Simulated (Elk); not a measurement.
# ScNi4Au: which magnetic order is lowest, part 3 of 3

Aim: find out whether ScNi4Au carries moments, and which collinear order costs least.

Elk 11.2.3 (patched build); LDA (Perdew-Wang); all-electron APW+lo, Dirac cores, scalar-relativistic bands.

So far. Step 3 (Start 2: antiferro ++--): It lies 0.181 meV a seeded atom over the first start. Step 4 (Order 3, typed as no spin polarisation): It lies 0.238 meV a seeded atom over the first start.

## (5) A faulty input

An input with a fault is tried, to see how the program answers.

Contents of elk.in:

```
tasks
  0

xctype
  3

rgkmax
  7.0

nempty
  8

swidth
  0.002

reducebf
  0.5

epsengy
  1e-05

maxscl
  100

lmaxi
  3

stype
  0

spincore
  .true.

gmaxvr
  16.0

spinpol
  .true.

sppath
  './'

scale
  0.52917721

avec
  0.00000000000 6.39529238518 6.39529238518
  6.39529238518 0.00000000000 6.39529238518
  6.39529238518 6.39529238518 0.00000000000

atoms
  3
  'Sc.in'
  1
  0.7500000000 0.7500000000 0.7500000000   0.000000 0.000000 0.000000
  'Ni.in'
  4
  0.1254022800 0.1254022800 0.1254022800   0.000000 0.000000 -0.075000
  0.1254022800 0.1254022800 0.6237931600   0.000000 0.000000 -0.075000
  0.1254022800 0.6237931600 0.1254022800   0.000000 0.000000 -0.075000
  0.6237931600 0.1254022800 0.1254022800   0.000000 0.000000 -0.075000
  'Au.in'
  1
  0.5000000000 0.5000000000 0.5000000000   0.000000 0.000000 0.000000

ngridk
  6 6 6
```

The run is started by

```sh
$ OMP_NUM_THREADS=4 elk
```

Numbers of over 12 decimals in the logs are rounded to 6 here.

Log:

```text
Warning(init1): few empty states an atom for a second variation :    8.000000000
 they are its basis, with spin, DFT+U, afieldc (12 by default), in Hartree-Fock and RDMFT; 30 and more for pressures
Warning(linengy): could not find 7 linearisation energies in s.c. loop 1
Warning(occupy): minimum eigenvalue less than minimum linearisation energy :   -7.018010859      -4.927500000
 for s.c. loop 1
Warning(rhonorm): total charge density incorrect for s.c. loop 1
 Calculated :    210.4853747
 Required   :    212.0000000
Warning(linengy): could not find 7 linearisation energies in s.c. loop 2
Warning(occupy): minimum eigenvalue less than minimum linearisation energy :   -7.017633633      -4.927500000
 for s.c. loop 2
Warning(rhonorm): total charge density incorrect for s.c. loop 2
 Calculated :    210.4835855
 Required   :    212.0000000
Warning(linengy): could not find 7 linearisation energies in s.c. loop 3
Warning(occupy): minimum eigenvalue less than minimum linearisation energy :   -7.021941820      -4.927500000
 for s.c. loop 3
Warning(rhonorm): total charge density incorrect for s.c. loop 3
 Calculated :    210.4807392
 Required   :    212.0000000
Warning(linengy): could not find 7 linearisation energies in s.c. loop 4
Warning(occupy): minimum eigenvalue less than minimum linearisation energy :   -7.046742657      -4.927500000
 for s.c. loop 4
Warning(rhonorm): total charge density incorrect for s.c. loop 4
 Calculated :    210.4462478
 Required   :    212.0000000
Warning(linengy): could not find 7 linearisation energies in s.c. loop 5
Warning(occupy): minimum eigenvalue less than minimum linearisation energy :   -7.037927110      -4.927500000
 for s.c. loop 5
Warning(rhonorm): total charge density incorrect for s.c. loop 5
 Calculated :    210.4278570
 Required   :    212.0000000
Warning(linengy): could not find 7 linearisation energies in s.c. loop 6
Warning(occupy): minimum eigenvalue less than minimum linearisation energy :   -7.030164784      -4.927500000
 for s.c. loop 6
Warning(rhonorm): total charge density incorrect for s.c. loop 6
 Calculated :    210.4214592
 Required   :    212.0000000
Warning(linengy): could not find 7 linearisation energies in s.c. loop 7
Warning(occupy): minimum eigenvalue less than minimum linearisation energy :   -7.026459464      -4.927500000
 for s.c. loop 7
Warning(rhonorm): total charge density incorrect for s.c. loop 7
 Calculated :    210.4191203
 Required   :    212.0000000
Warning(linengy): could not find 7 linearisation energies in s.c. loop 8
Warning(occupy): minimum eigenvalue less than minimum linearisation energy :   -7.024847812      -4.927500000
 for s.c. loop 8
Warning(rhonorm): total charge density incorrect for s.c. loop 8
 Calculated :    210.4190848
 Required   :    212.0000000
Warning(linengy): could not find 7 linearisation energies in s.c. loop 9
[...]
Calculated :    210.4193536

--- INFO.OUT ---
┌─────────────────────────┐
│ Elk code version 11.2.3 │
└─────────────────────────┘

All units are atomic (Hartree, Bohr, etc.)

┌─────────────────────────────────────────────────┐
│ Ground-state run starting from atomic densities │
└─────────────────────────────────────────────────┘

Lattice vectors :
   0.000000000       3.384242982       3.384242982
   3.384242982       0.000000000       3.384242982
   3.384242982       3.384242982       0.000000000

Species : 1 (Sc)
 muffin-tin radius :    1.608185814
 atomic positions (lattice), magnetic fields (Cartesian) :
  1 :   0.00000000  0.00000000  0.00000000    0.00000000  0.00000000  0.00000000

Species : 2 (Ni)
 muffin-tin radius :    1.148705033
 atomic positions (lattice), magnetic fields (Cartesian) :
  1 :   0.37540228  0.37540228  0.37540228    0.00000000  0.00000000 -0.07500000
  2 :   0.37540228  0.37540228  0.87379316    0.00000000  0.00000000 -0.07500000
  3 :   0.37540228  0.87379316  0.37540228    0.00000000  0.00000000 -0.07500000
  4 :   0.87379316  0.37540228  0.37540228    0.00000000  0.00000000 -0.07500000

Species : 3 (Au)
 muffin-tin radius :    1.100527070
 atomic positions (lattice), magnetic fields (Cartesian) :
  1 :   0.75000000  0.75000000  0.75000000    0.00000000  0.00000000  0.00000000

Total number of atoms per unit cell :    6
Total muffin-tin volume :    48.40178677
 ratio of muffin-tin to unit cell volume :   0.6243768433

Spin treatment :
 spin-polarised
 spin-polarised core states
 global magnetic field (Cartesian) :    0.000000000       0.000000000       0.000000000
 collinear magnetisation in z-direction

Number of Bravais lattice symmetries :   48
Number of crystal symmetries         :   24
Crystal has no inversion symmetry
Complex Hermitian eigensolver will be used

k-point grid :      6     6     6
k-point offset :    0.000000000       0.000000000       0.000000000
k-point set is reduced with full crystal symmetry group
Total number of k-points :       22

Muffin-tin radius times maximum |G+k| :    7.000000000
 using average radius
Maximum |G+k| for APW functions       :    5.750641491
Maximum (1/2)|G+k|²                   :    16.53493878
Maximum |G| for potential and density :    16.00000000
Constant for pseudocharge density :    6
 order of it for each species :   13  13  13
 order of it for pair densities of each species (exact exchange by exxq0 0: 13) :   13   8   7
Radial integration step length :    1

G-vector grid sizes :     25    25    25
Number of G-vectors :     5329

Maximum angular momentum used for
 APW functions            :    8
 outer part of muffin-tin :    6

Number of empty states         :     48
Total number of valence states :    204
Total number of core states    :    106

Third-order local-orbitals added for an l without core states : T
Total number of local-orbitals :    144

Exchange-correlation functional :      3     0     0
 Perdew-Wang/Ceperley-Alder, Phys. Rev. B 45, 13244 (1992)
 gradient requirement :    0
 local density approximation (LDA)

Smearing type :    0
 Gaussian
Smearing width :   0.2000000000E-02
Effective electronic temperature (K) :    631.5500496

Mixing type :    3
 Broyden mixing, J. Phys. A: Math. Gen. 17, L317 (1984)

Kohn-Sham potential initialised from atomic data

┌──────────────────────────────┐
│ Self-consistent loop started │
└──────────────────────────────┘

[... earlier loops left out ...]

┌──────────────────┐
│ Loop number : 34 │
└──────────────────┘

[key lines of the parts left out:]
total energy                :     -25887.029165462
```

Run time: 5 min. Hardware: 4 threads of Arm Neoverse V1, shared host; peak memory 0.56 GiB.

The run was cut off at its time limit.

The fault put into the input: lattice vectors in angstrom read as bohr.

After 33 loops the RMS change of the potential stands at 5e-05 Ha, still falling.

The lengths end up 0.53 of those meant, as when ångström are read as bohr, and the atoms are crushed together.

## (6) The states side by side

These are free energies at a smearing of 0.0544 eV, so its entropy term is in the differences. They are divided by the number of seeded atoms, so that cells of unlike size compare.

Orders:

| start | final state | typed order kept | energy over the lowest (meV a seeded atom) | largest sphere moment (μB) | net moment (μB a primitive cell) | DOS at the Fermi level (states/eV a primitive cell) | mesh matched | CPU time (s) |
| --- | --- | --- | --- | --- | --- | --- | --- | --- |
| ferro ++++ | weakly magnetic | yes | 0 | 0.1173 | 0.4208 | 5.27 | yes | 795.9 |
| antiferro ++-- | non-magnetic | no | 0.1808 | 5.67e-5 | 0 | 7.43 | yes | 2465 |
| no spin polarisation | non-magnetic | - | 0.2379 | 0 | 0 | 7.43 | yes | 635.1 |

## (7) Results

| Quantity | Value |
| --- | --- |
| lowest state found | weakly magnetic (typed ferro ++++) |
| largest site moment | 0.117 μB |
| next state | non-magnetic, 0.181 meV a seeded atom higher |
| energy gained by spin polarisation | 0.238 meV a seeded atom |

In words: The lowest state found is weakly magnetic, reached from the start ferro ++++, with moments up to 0.117 μB. The two lowest states lie so close that the mesh, the functional or spin–orbit coupling could swap them. Spin polarisation gains little. 1 start left the typed pattern (a sign turned or a seeded moment died), so such an energy belongs to the state reached, not the one typed. Only 3 starts are shown; other collinear patterns, canted and longer-period orders are not. The smearing is not Fermi–Dirac, so its width is no temperature.

[Logs and program files are shortened in this print: banners, set-up blocks, solver, clock and traceback lines can be left out without a mark of their own.]

[Logs are printed without paths, hosts, clocks, repeated set-up lines and the standing remarks that a program may print on its own settings, such as how far it seeks lower states.]

[Hosts, paths, dates, database ids (printed as entryN), source tags and the programs' standing remarks are cut or masked in the printed files.]

[Where a cell is said to come from a database of computed structures, the database is the Materials Project.]
